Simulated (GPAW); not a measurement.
# The S K excitation threshold of CdS (Greenockite, P6_3mc) under uniform strain

For each volume the threshold was computed as E(hole) − E(ground) plus the lowest empty eigenvalue of the hole cell (GPAW, LDA, 12-atom cell, total energies on 3×3×3 k points, the eigenvalue on 4×4×4, hole spin-paired). The values are raw, 17 eV above the value with the free atom's term for the hole's spin taken off; only their change is used. The threshold is the spectrum's zero, where absorption may be weak, not the visible edge.

| volume | ln(V/V₀) | threshold (eV) |
| --- | --- | --- |
| V × 0.94 | -0.06188 | 2473.251 |
| V × 0.97 | -0.03046 | 2473.116 |
| V × 1 | +0.00000 | 2472.987 |
| V × 1.03 | +0.02956 | ? |
| V × 1.06 | +0.05827 | 2472.745 |

The database entry behind the starting cell differs from later determinations by our own check (about 0.35 % long), so it need not match the best structure at ambient conditions.

Question: Fit a straight line in ln(V/V₀), give its slope, and predict the threshold at V × 1.03.

The means of the given rows are x̄ = -0.00852 and Ē = 2473.025 eV. Σ(x − x̄)(E − Ē) = -0.03308 and Σ(x − x̄)² = 0.007862, so the slope is -4.21 eV, and the line passes the given rows within 0.002 eV. At x = +0.02956 it gives 2473.025 + (-4.21) × (+0.03808) = 2472.865 eV. The run gives 2472.863 eV, a miss of +0.002 eV over a total move of -0.506 eV. The slope is the clamped-ion volume deformation potential of the lowest empty level of the hole cell on this mesh (the hole may pull it below the band edge) against the S 1s level, with the hole's relaxation included: the threshold falls by 0.042 eV for 1 % of expansion. The charged cell's image error also scales with the cell's size and isn't taken out.

[Hosts, paths, dates, database ids (printed as entryN), source tags and the programs' standing remarks are cut or masked in the printed files.]

[Lists of maxima count a maximum above −3 eV only where it reaches 4 % of the highest in the window and stands out from its surroundings by 2 % of it (1.5 % where it reaches 55 %); shoulders and weaker maxima are passed over, and of the rest the first, up to two pre-edge ones and the few strongest are named.]
